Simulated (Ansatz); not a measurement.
# Cs on Hf(0001): change of the work function

Aim: the work function of Hf(0001) at several coverages of Cs (fcc site), and the dipole that each adsorbate carries.

Program: Ansatz 0.2.0. Level of theory: plane-wave DFT, PBE, Ansatz PAW. Results are calculated unless marked as measured.

### 1. The starting structure

The cell holds 4 atoms: 4 Hf. Its edges and angles: a = 3.200 Å, b = 3.200 Å, c = 25.594 Å, α = 90.0°, β = 90.0°, γ = 60.0°. Vacuum lies along c.

Structure file:

```cif
data_structure
_symmetry_space_group_name_H-M 'P 1'
_symmetry_Int_Tables_number 1
_cell_length_a 3.2000
_cell_length_b 3.2000
_cell_length_c 25.5936
_cell_angle_alpha 90.000
_cell_angle_beta 90.000
_cell_angle_gamma 60.000
_cell_volume 226.97
loop_
_atom_site_label
_atom_site_type_symbol
_atom_site_fract_x
_atom_site_fract_y
_atom_site_fract_z
_atom_site_occupancy
Hf1 Hf 0.66667 0.66667 0.35165 1
Hf2 Hf 0.00000 0.00000 0.45055 1
Hf3 Hf 0.66667 0.66667 0.54945 1
Hf4 Hf 0.00000 0.00000 0.64835 1
```

### 2. The clean slab

The bare slab comes first, as the zero from which every change is counted. The two lowest layers are held at bulk places and the upper ones relax. The dipole correction removes the false field that a one-sided slab makes across the periodic vacuum, so each face gets a flat vacuum level of its own.

input.yaml reads:

```yaml
crystal:
  lattice:
    - [3.2, 0.0, 0.0]
    - [1.6, 2.7712812921, 0.0]
    - [0.0, 0.0, 25.5936]
  atoms:
    - { symbol: Hf, position: [0.6666666667, 0.6666666667, 0.3516504126] }
    - { symbol: Hf, position: [0.0, 0.0, 0.4505501375] }
    - { symbol: Hf, position: [0.6666666667, 0.6666666667, 0.5494498625] }
    - { symbol: Hf, position: [0.0, 0.0, 0.6483495874] }
kpoints:
  mp_grid: { grid: [12, 12, 1] }
hamiltonian:
  xc: pbe
scf:
  occupations: { method: fermi_dirac, width: 0.1 }
  convergence: { dr2_threshold: 1.0e-08 }
efield:
  axis: 3
  dipole_correction: true
  ramp_position: 0.97
  ramp_width: 0.06
relax:
  f_tol: 0.02
  max_steps: 60
  constraints: [{ sites: [0, 1] }]
output:
  write_potential: true
  write_density: true
  volumetric_format: npy
```

On the command line:

```console
$ ansatz run input.yaml --threads 4 --pin off --max-ram 16384MiB --backend cpu --events-out ev --progress --plain --runs-dir out
```

Numbers of over 12 decimals in the logs are rounded to 6 here.

Log:

```text
Engine: ansatz 0.2.0, aarch64-unknown-linux-gnu
Pseudopotentials: kind: paw
Pseudopotential: Hf, paw, valence charge 26, recommended cutoff 420 eV (normal), Hf.paw.azcp
Functional definition: PBE
  parameter kappa = 0.804
  parameter beta = 0.066725
  exchange = pbe_x(kappa = kappa, mu = beta*pi^2/3)
  correlation = pbe_c(beta = beta)
Crystal: 4 atoms, lattice volume = 226.967 Å³
Basis set: ecut = 420 eV, 4501 PW (Γ), exchange–correlation on 48×48×360 points (8 copies of the dense FFT grid, shifted against one another)
Bands: 63, of which v1, the nominal top of the filled ones, is band 52 counted from 1 (51 counted from 0)
Symmetry: 6 space group operations
k-points: 19 of 144 (time reversal used)
Non-local potential: Hf, projectors of the file, l = 0: 3, l = 1: 2, l = 2: 2, l = 3: 3
PAW form: soft (Blöchl's): semilocal exchange-correlation on the pseudo side does not see the compensation charge
PAW one-centre angular grid: Hf, 590 points (default); XC on 64 Gauss nodes
Initial density: superposition of atomic densities (neutral atoms: chi_scale 0, normalization atom), corrected by the library's trained network
Initial wavefunctions: pseudopotential atomic-orbital guess
Functional: x = pbe(κ = 0.804, μ = 0.219515), c = pbe(β = 0.066725)
SCF iter   1: F=—  HF=-62883.574226 eV  |F-HF|=—  |Δ(HF+E_count)|=         —  Δρ=6.91e-3  dr2=2.48e0  ethr=1.77e-3  p=0.000 e·Å  D=2.71e-14 V/Å  ΔV_dip=-0.00 eV  dr2_dipole=5.24e-7  V_vac-E_F(+/−)=4.47/4.47 eV  ⟨swp⟩=5.7  Hψ=3956  notcnv=0
efield: sawtooth ramp at fractional position 0.9700 (set: `efield.ramp_position`, or a place that a band, a saddle search or an elastic batch's reference lends), width 0.0600; the density the first Hamiltonian is built on has a dipole p = 0.000 e·Å; the dipole correction subtracts the counter field D = 2.71e-14 V/Å, which shifts the + side's vacuum level by -0.00 eV against the − side's; the planar-averaged density in the ramp window peaks in size at 2.6e-5 e/Å³
preconditioner: auto → LDOS  [metal: Δε(μ)=0.011 eV  Ē_g=17.068 eV  σ=0.100 eV  W_gap=0.03  n_scr=60 (ndim 8)  ℏωp=24.1 eV  f_vac=0.553  D(μ)=6.26/eV (n_scr^D=18)  β→1.0]
SCF iter   2: F=—  HF=-62883.510512 eV  |F-HF|=—  |Δ(HF+E_count)|=   6.37e-2  Δρ=2.12e-3  dr2=5.30e-2  ethr=1.77e-3  p=-0.000 e·Å  D=-3.82e-6 V/Å  ΔV_dip=0.00 eV  dr2_dipole=6.74e-7  V_vac-E_F(+/−)=4.35/4.35 eV  ⟨swp⟩=2.1  Hψ=1531  notcnv=0  defer=7
SCF iter   3: F=—  HF=-62883.507732 eV  |F-HF|=—  |Δ(HF+E_count)|=   2.78e-3  Δρ=1.29e-3  dr2=1.82e-2  ethr=5.10e-5  p=0.000 e·Å  D=2.75e-6 V/Å  ΔV_dip=-0.00 eV  dr2_dipole=1.17e-7  V_vac-E_F(+/−)=4.38/4.38 eV  ⟨swp⟩=2.0  Hψ=2304  notcnv=0  defer=7
SCF iter   4: F=—  HF=-62883.506374 eV  |F-HF|=—  |Δ(HF+E_count)|=   1.36e-3  Δρ=3.13e-4  dr2=1.35e-3  ethr=1.75e-5  p=0.000 e·Å  D=1.63e-6 V/Å  ΔV_dip=-0.00 eV  dr2_dipole=2.59e-8  V_vac-E_F(+/−)=4.37/4.37 eV  ⟨swp⟩=1.8  Hψ=1505  notcnv=0  defer=7
SCF iter   5: F=—  HF=-62883.506585 eV  |F-HF|=—  |Δ(HF+E_count)|=   2.11e-4  Δρ=1.18e-4  dr2=3.29e-5  ethr=1.30e-6  p=0.000 e·Å  D=8.47e-7 V/Å  ΔV_dip=-0.00 eV  dr2_dipole=1.09e-8  V_vac-E_F(+/−)=4.36/4.36 eV  ⟨swp⟩=1.8  Hψ=1734  notcnv=0  defer=7
SCF iter   6: F=—  HF=-62883.506637 eV  |F-HF|=—  |Δ(HF+E_count)|=   5.19e-5  Δρ=4.63e-5  dr2=7.25e-6  ethr=3.16e-8  p=0.000 e·Å  D=5.79e-7 V/Å  ΔV_dip=-0.00 eV  dr2_dipole=1.52e-8  V_vac-E_F(+/−)=4.36/4.36 eV  ⟨swp⟩=2.2  Hψ=2138  notcnv=0  defer=7
SCF iter   7: F=—  HF=-62883.506507 eV  |F-HF|=—  |Δ(HF+E_count)|=   1.30e-4  Δρ=1.59e-5  dr2=7.02e-7  ethr=6.97e-9  p=0.000 e·Å  D=3.08e-7 V/Å  ΔV_dip=-0.00 eV  dr2_dipole=4.33e-9  V_vac-E_F(+/−)=4.36/4.36 eV  ⟨swp⟩=2.1  Hψ=2094  notcnv=0  defer=7
SCF iter   8: F=—  HF=-62883.506508 eV  |F-HF|=—  |Δ(HF+E_count)|=   1.20e-6  Δρ=6.71e-6  dr2=1.23e-7  ethr=6.75e-10  p=0.000 e·Å  D=2.18e-7 V/Å  ΔV_dip=-0.00 eV  dr2_dipole=8.53e-10  V_vac-E_F(+/−)=4.36/4.36 eV  ⟨swp⟩=2.1  Hψ=2101  notcnv=0  defer=7
SCF iter   9: F=—  HF=-62883.506508 eV  |F-HF|=—  |Δ(HF+E_count)|=   2.68e-7  Δρ=2.35e-6  dr2=1.92e-8  ethr=1.18e-10  p=0.000 e·Å  D=1.16e-7 V/Å  ΔV_dip=-0.00 eV  dr2_dipole=6.93e-14  V_vac-E_F(+/−)=4.36/4.36 eV  ⟨swp⟩=2.1  Hψ=2128  notcnv=0  defer=7
SCF iter  10: F=-62883.506508 eV  HF=-62883.506508 eV  |F-HF|=1.14e-8  |Δ(HF+E_count)|=   5.79e-8  Δρ=9.35e-7  dr2=3.60e-9  ethr=9.62e-12  p=0.000 e·Å  D=6.53e-8 V/Å  ΔV_dip=-0.00 eV  dr2_dipole=3.71e-14  V_vac-E_F(+/−)=4.36/4.36 eV  ⟨swp⟩=9.3  Hψ=8899  notcnv=0
SCF 1 converged in 10 iterations: F = -62883.506508 eV  dr2 = 3.60e-9
  greatest PAW one-centre occupation: 0.999 electrons in one spin orbital (limit 2), on the Hf atom at site 0 (counted from 0), in its partial waves of l = 0
relax step   1: F+E_penalty+E_count = -62883.50650814 eV  Δ(F+E_penalty+E_count) = +0.000e0 eV  max|allowed force component| = 8.192e-1 eV/Å  Δτ_max = 0.0000 Å  (10 SCF iters, accepted)
Initial density: handed on by an earlier stage of this run
Initial wavefunctions: those handed on with the density
SCF iter   1: F=—  HF=-62883.670937 eV  |F-HF|=—  |Δ(HF+E_count)|=         —  Δρ=9.48e-3  dr2=3.84e0  ethr=3.10e-3  p=0.000 e·Å  D=6.60e-8 V/Å  ΔV_dip=-0.00 eV  dr2_dipole=9.17e-1  V_vac-E_F(+/−)=4.38/4.38 eV  ⟨swp⟩=4.2  Hψ=2490  notcnv=0  defer=4
efield: sawtooth ramp at fractional position 0.9700 (set: `efield.ramp_position`, or a place that a band, a saddle search or an elastic batch's reference lends), width 0.0600; the density the first Hamiltonian is built on has a dipole p = 0.000 e·Å; the dipole correction subtracts the counter field D = 6.60e-8 V/Å, which shifts the + side's vacuum level by -0.00 eV against the − side's; the planar-averaged density in the ramp window peaks in size at 1.4e-7 e/Å³
preconditioner: auto → LDOS  [metal: Δε(μ)=0.008 eV  Ē_g=17.092 eV  σ=0.100 eV  W_gap=0.02  n_scr=60 (ndim 8)  ℏωp=24.1 eV  f_vac=0.557  D(μ)=5.33/eV (n_scr^D=16)  β→1.0]
SCF iter   2: F=—  HF=-62883.538296 eV  |F-HF|=—  |Δ(HF+E_count)|=   1.33e-1  Δρ=5.98e-3  dr2=4.50e-1  ethr=3.10e-3  p=0.009 e·Å  D=7.20e-3 V/Å  ΔV_dip=-0.18 eV  dr2_dipole=3.63e-2  V_vac-E_F(+/−)=4.18/4.36 eV  ⟨swp⟩=2.5  Hψ=1712  notcnv=0  defer=10
SCF iter   3: F=—  HF=-62883.508561 eV  |F-HF|=—  |Δ(HF+E_count)|=   2.97e-2  Δρ=2.78e-3  dr2=4.73e-2  ethr=4.33e-4  p=0.006 e·Å  D=4.46e-3 V/Å  ΔV_dip=-0.11 eV  dr2_dipole=3.42e-5  V_vac-E_F(+/−)=4.27/4.38 eV  ⟨swp⟩=3.0  Hψ=2355  notcnv=0  defer=10
[...]
SCF iter   7: F=—  HF=-62883.565817 eV  |F-HF|=—  |Δ(HF+E_count)|=   2.18e-6  Δρ=1.74e-5  dr2=7.22e-7  ethr=1.52e-8  p=0.002 e·Å  D=1.44e-3 V/Å  ΔV_dip=-0.04 eV  dr2_dipole=8.37e-8  V_vac-E_F(+/−)=4.34/4.38 eV  ⟨swp⟩=2.1  Hψ=2209  notcnv=0  defer=8
SCF iter   8: F=—  HF=-62883.565680 eV  |F-HF|=—  |Δ(HF+E_count)|=   1.37e-4  Δρ=6.75e-6  dr2=4.18e-7  ethr=6.94e-10  p=0.002 e·Å  D=1.36e-3 V/Å  ΔV_dip=-0.03 eV  dr2_dipole=1.31e-7  V_vac-E_F(+/−)=4.34/4.38 eV  ⟨swp⟩=2.2  Hψ=2159  notcnv=0  defer=8
SCF iter   9: F=—  HF=-62883.565680 eV  |F-HF|=—  |Δ(HF+E_count)|=   1.20e-7  Δρ=2.37e-6  dr2=6.97e-8  ethr=4.02e-10  p=0.002 e·Å  D=1.34e-3 V/Å  ΔV_dip=-0.03 eV  dr2_dipole=2.16e-8  V_vac-E_F(+/−)=4.34/4.38 eV  ⟨swp⟩=2.3  Hψ=1598  notcnv=0  defer=8
SCF iter  10: F=—  HF=-62883.565680 eV  |F-HF|=—  |Δ(HF+E_count)|=   2.58e-8  Δρ=9.36e-7  dr2=2.09e-8  ethr=6.70e-11  p=0.002 e·Å  D=1.33e-3 V/Å  ΔV_dip=-0.03 eV  dr2_dipole=7.64e-9  V_vac-E_F(+/−)=4.34/4.38 eV  ⟨swp⟩=2.1  Hψ=1661  notcnv=0  defer=8
SCF iter  11: F=-62883.565680 eV  HF=-62883.565680 eV  |F-HF|=6.62e-10  |Δ(HF+E_count)|=   3.39e-9  Δρ=3.51e-7  dr2=1.45e-9  ethr=9.62e-12  p=0.002 e·Å  D=1.32e-3 V/Å  ΔV_dip=-0.03 eV  dr2_dipole=2.40e-10  V_vac-E_F(+/−)=4.34/4.38 eV  ⟨swp⟩=9.8  Hψ=9095  notcnv=0
SCF 3 converged in 11 iterations: F = -62883.565680 eV  dr2 = 1.45e-9
relax step   3: F+E_penalty+E_count = -62883.56567999 eV  Δ(F+E_penalty+E_count) = -5.917e-2 eV  max|allowed force component| = 1.717e-1 eV/Å  Δτ_max = 0.0893 Å  (11 SCF iters, accepted)
[...]
relax step   4: F+E_penalty+E_count = -62883.56763627 eV  Δ(F+E_penalty+E_count) = -1.956e-3 eV  max|allowed force component| = 4.706e-2 eV/Å  Δτ_max = 0.0184 Å  (8 SCF iters, accepted)
SCF iter   1: F=—  HF=-62883.568121 eV  |F-HF|=—  |Δ(HF+E_count)|=         —  Δρ=3.45e-4  dr2=2.61e-3  ethr=5.67e-5  p=0.003 e·Å  D=2.04e-3 V/Å  ΔV_dip=-0.05 eV  dr2_dipole=3.65e-5  V_vac-E_F(+/−)=4.33/4.38 eV  ⟨swp⟩=2.0  Hψ=1658  notcnv=0  defer=9
efield: sawtooth ramp at fractional position 0.9700 (set: `efield.ramp_position`, or a place that a band, a saddle search or an elastic batch's reference lends), width 0.0600; the density the first Hamiltonian is built on has a dipole p = 0.003 e·Å; the dipole correction subtracts the counter field D = 2.04e-3 V/Å, which shifts the + side's vacuum level by -0.05 eV against the − side's; the planar-averaged density in the ramp window peaks in size at 1.6e-7 e/Å³
preconditioner: auto → LDOS  [metal: Δε(μ)=0.009 eV  Ē_g=17.042 eV  σ=0.100 eV  W_gap=0.02  n_scr=60 (ndim 8)  ℏωp=24.1 eV  f_vac=0.554  D(μ)=6.18/eV (n_scr^D=18)  β→1.0]
SCF iter   2: F=—  HF=-62883.567979 eV  |F-HF|=—  |Δ(HF+E_count)|=   1.42e-4  Δρ=1.79e-4  dr2=3.66e-4  ethr=2.51e-6  p=0.002 e·Å  D=1.74e-3 V/Å  ΔV_dip=-0.04 eV  dr2_dipole=1.22e-5  V_vac-E_F(+/−)=4.34/4.38 eV  ⟨swp⟩=2.0  Hψ=1515  notcnv=0  defer=9
SCF iter   3: F=—  HF=-62883.567967 eV  |F-HF|=—  |Δ(HF+E_count)|=   1.25e-5  Δρ=8.58e-5  dr2=3.95e-5  ethr=3.52e-7  p=0.002 e·Å  D=1.86e-3 V/Å  ΔV_dip=-0.05 eV  dr2_dipole=3.65e-8  V_vac-E_F(+/−)=4.33/4.38 eV  ⟨swp⟩=2.0  Hψ=2093  notcnv=0  defer=9
SCF iter   4: F=—  HF=-62883.567971 eV  |F-HF|=—  |Δ(HF+E_count)|=   4.31e-6  Δρ=2.41e-5  dr2=7.73e-6  ethr=3.79e-8  p=0.002 e·Å  D=1.84e-3 V/Å  ΔV_dip=-0.05 eV  dr2_dipole=2.66e-6  V_vac-E_F(+/−)=4.33/4.38 eV  ⟨swp⟩=2.0  Hψ=2095  notcnv=0  defer=9
SCF iter   5: F=—  HF=-62883.567835 eV  |F-HF|=—  |Δ(HF+E_count)|=   1.36e-4  Δρ=9.27e-6  dr2=2.80e-7  ethr=7.43e-9  p=0.002 e·Å  D=1.84e-3 V/Å  ΔV_dip=-0.05 eV  dr2_dipole=1.37e-9  V_vac-E_F(+/−)=4.33/4.38 eV  ⟨swp⟩=2.0  Hψ=1657  notcnv=0  defer=9
SCF iter   6: F=—  HF=-62883.567835 eV  |F-HF|=—  |Δ(HF+E_count)|=   7.87e-8  Δρ=3.23e-6  dr2=5.28e-8  ethr=2.69e-10  p=0.002 e·Å  D=1.85e-3 V/Å  ΔV_dip=-0.05 eV  dr2_dipole=4.35e-9  V_vac-E_F(+/−)=4.33/4.38 eV  ⟨swp⟩=2.0  Hψ=2116  notcnv=0  defer=9
SCF iter   7: F=—  HF=-62883.567835 eV  |F-HF|=—  |Δ(HF+E_count)|=   3.57e-8  Δρ=1.30e-6  dr2=1.03e-8  ethr=9.62e-12  p=0.002 e·Å  D=1.86e-3 V/Å  ΔV_dip=-0.05 eV  dr2_dipole=3.94e-10  V_vac-E_F(+/−)=4.33/4.38 eV  ⟨swp⟩=10.3  Hψ=9635  notcnv=0
SCF iter   8: F=-62883.567835 eV  HF=-62883.567835 eV  |F-HF|=5.09e-11  |Δ(HF+E_count)|=   6.89e-9  Δρ=5.25e-7  dr2=1.69e-9  ethr=9.62e-12  p=0.002 e·Å  D=1.86e-3 V/Å  ΔV_dip=-0.05 eV  dr2_dipole=5.32e-10  V_vac-E_F(+/−)=4.33/4.38 eV  ⟨swp⟩=9.7  Hψ=8498  notcnv=0
SCF 5 converged in 8 iterations: F = -62883.567835 eV  dr2 = 1.69e-9
relax step   5: F+E_penalty+E_count = -62883.56783470 eV  Δ(F+E_penalty+E_count) = -1.984e-4 eV  max|allowed force component| = 1.704e-3 eV/Å  Δτ_max = 0.0094 Å  (8 SCF iters, accepted)
NSCF: frozen V_eff on 19 k-points
the band table was solved once a step of the walk had ended and its energy, with any forces and stress, was formed, with the checks that follow a solve (5245 applications of the Hamiltonian). They found nothing against the state; the energy, forces and stress were not computed again (output.eigenvalues in the input reference)
WARN: The output density's exchange-correlation potential varies sharply where the density is thin. Do not read a vacuum level from v_tot or v_xc, or from such a field of the output density. On a cell that repeats whose density bears no net charge and no dipole along the vacuum's axis use v_es (v_loc + v_h of the components); under efield.dipole_correction with no amplitude use v_es + v_field, which holds any externa [...]
SCF converged after 8 iterations
Free energy (F): -62883.567835 eV
Harris-Foulkes:  -62883.567835 eV  (|F-HF|=5.09e-11)
Internal energy: -62883.372085 eV  (E = F + TS)
E sigma→0 (E₀):  -62883.469960 eV
Entropy (-TS):   -0.195750 eV (-48.937 meV/atom)
Fermi energy:    5.322127 eV
Dipole field:    D = 0.001891 V/Å  (p = 0.002372 e·Å, saw-weighted, corrected)
Work function:   Φ+ = 4.3323 eV   Φ− = 4.3807 eV
Levels:          The Fermi level and band energies are counted from a zero that moves with the ramp; work functions are not
--- Per-component energies (eV) ---
  E_band       = -1375.554868
  E_kinetic    = 1692.852933
  E_local      = -198039.683772  (includes V_loc(G=0)·N_el)
  E_nonlocal   = -4977.793772
  E_hartree    = 97660.541322
  E_xc         = -1197.750381
  E_vxc        = -1061.044369  (∫ρ·V_xc dr)
  E_paw        = -27710.418735  (= ΣΔE_a)
  E_vpaw       = 5689.037659  (= ΣTr[D̂ρ^β])
  E_aug_tail   = -0.000005  (compensation charges beyond the density's cutoff)
  E_efield     = 0.000002  (sawtooth field / dipole correction)
  E_vefield    = -0.003193  (∫n·V_field dr)
  E_ewald      = 69688.880323
  E_smearing   = -0.195750  (= −TS)
  E_closure    = -0.000000  (closes the sum)
  Σ components = -62883.567835   (vs F -62883.567835, Δ=0.00e0)
--- Forces (eV/Å), atoms counted from 1 ---
  atom   1  Hf    -0.00000000     0.00000000     0.66028476
  atom   2  Hf     0.00000000    -0.00000000    -0.65727949
  atom   3  Hf    -0.00000000     0.00000000    -0.00130238
  atom   4  Hf     0.00000000    -0.00000000    -0.00170409
  max |Σ_I F_I| component: 1.19e-6 eV/Å
--- Band table (eV; the first three rows and the last of 19) ---
  k-point 0: bands = [... 48 lower, 5.0697, 5.3423, 5.7534, 6.0479, 6.3967, 6.3967, 6.4979, 6.4979, ... 7 higher]
  k-point 1: bands = [... 48 lower, 4.9871, 5.2870, 5.5948, 5.9285, 6.2135, 6.2357, 6.5548, 6.5574, ... 7 higher]
  k-point 2: bands = [... 48 lower, 4.6880, 4.9972, 5.1933, 5.5914, 5.7265, 5.9912, 6.3752, 6.6642, ... 7 higher]
  k-point 18: bands = [... 48 lower, 4.0352, 4.2042, 4.2896, 5.2805, 5.3081, 5.4817, 5.5196, 5.7372, ... 7 higher]
--- Relaxed structure (5 steps of the walk, 4 accepted, 0 SCFs on fresh bases) ---
  F+E_penalty+E_count = -62883.56783470 eV   max|allowed force component| = 1.704e-3 eV/Å
  atoms:
    - { symbol: Hf, position: [0.666667, 0.666667, 0.3516504126] }
    - { symbol: Hf, position: [0.0, 0.0, 0.4505501375] }
    - { symbol: Hf, position: [0.666667, 0.666667, 0.553686] }
    - { symbol: Hf, position: [0, 0, 0.646654] }
```

Wall time 40 s (4 threads of Arm Neoverse V1, shared host); peak memory 0.7 GiB.

Step by step:

| step | energy less that of the first step (eV) | largest force component (eV/Å) |
| --- | --- | --- |
| 1 | 0.0000 | 0.8192 |
| 2 | 0.0064 | 1.1135 |
| 3 | -0.0592 | 0.1717 |
| 4 | -0.0611 | 0.0471 |
| 5 | -0.0613 | 0.0017 |

Relaxation step 2 was tried and not accepted.

The run keeps the 6 symmetry operations that it works with, so distortions that break them were not tested.

The atoms that moved most (Å):

```csv
atom,dx,dy,dz,length
Hf3,0.000,0.000,0.108,0.108
Hf4,0.000,0.000,-0.043,0.043
```

This step gave:

* energy at zero smearing: -62883.4700 eV
* work function, upper face: 4.332 eV
* work function, lower face: 4.381 eV
* dipole along the normal: 0.002372 e·Å
* step between the vacuum levels: -0.04841 eV

Running mean over 2.5312 Å of the planar mean; the ramp of the sawtooth is left out. The electron's electrostatic potential energy less the Fermi level by z:

```csv
z (Å),electron's electrostatic potential energy less the Fermi level (eV)
3,4.38
4,4.38
5,4.35
6,4.13
7,2.31
8,-4.04
9,-7.41
10,-7.30
11,-7.26
12,-7.07
13,-6.68
14,-7.23
15,-8.07
16,-7.96
17,-6.75
18,-0.937
19,3.51
20,4.24
21,4.32
22,4.33
```

The relaxation took 5 steps and lowered the energy by 0.061 eV; the largest force on the free atoms ends at 0.0017 eV/Å.

The work function of the upper face is 4.33 eV.

(Part 1 of 3 ends here.)

[Logs are printed without paths, hosts, clocks, repeated set-up lines and the standing remarks that a program may print on its own settings, such as how far it seeks lower states.]

[Hosts, paths, dates, database ids (printed as entryN), source tags and the programs' standing remarks are cut or masked in the printed files.]

[Maps of the electrostatic potential energy from Ansatz leave out the sawtooth potential of an applied field or a dipole correction, so their vacuum need not be flat; planar profiles and work functions include it.]
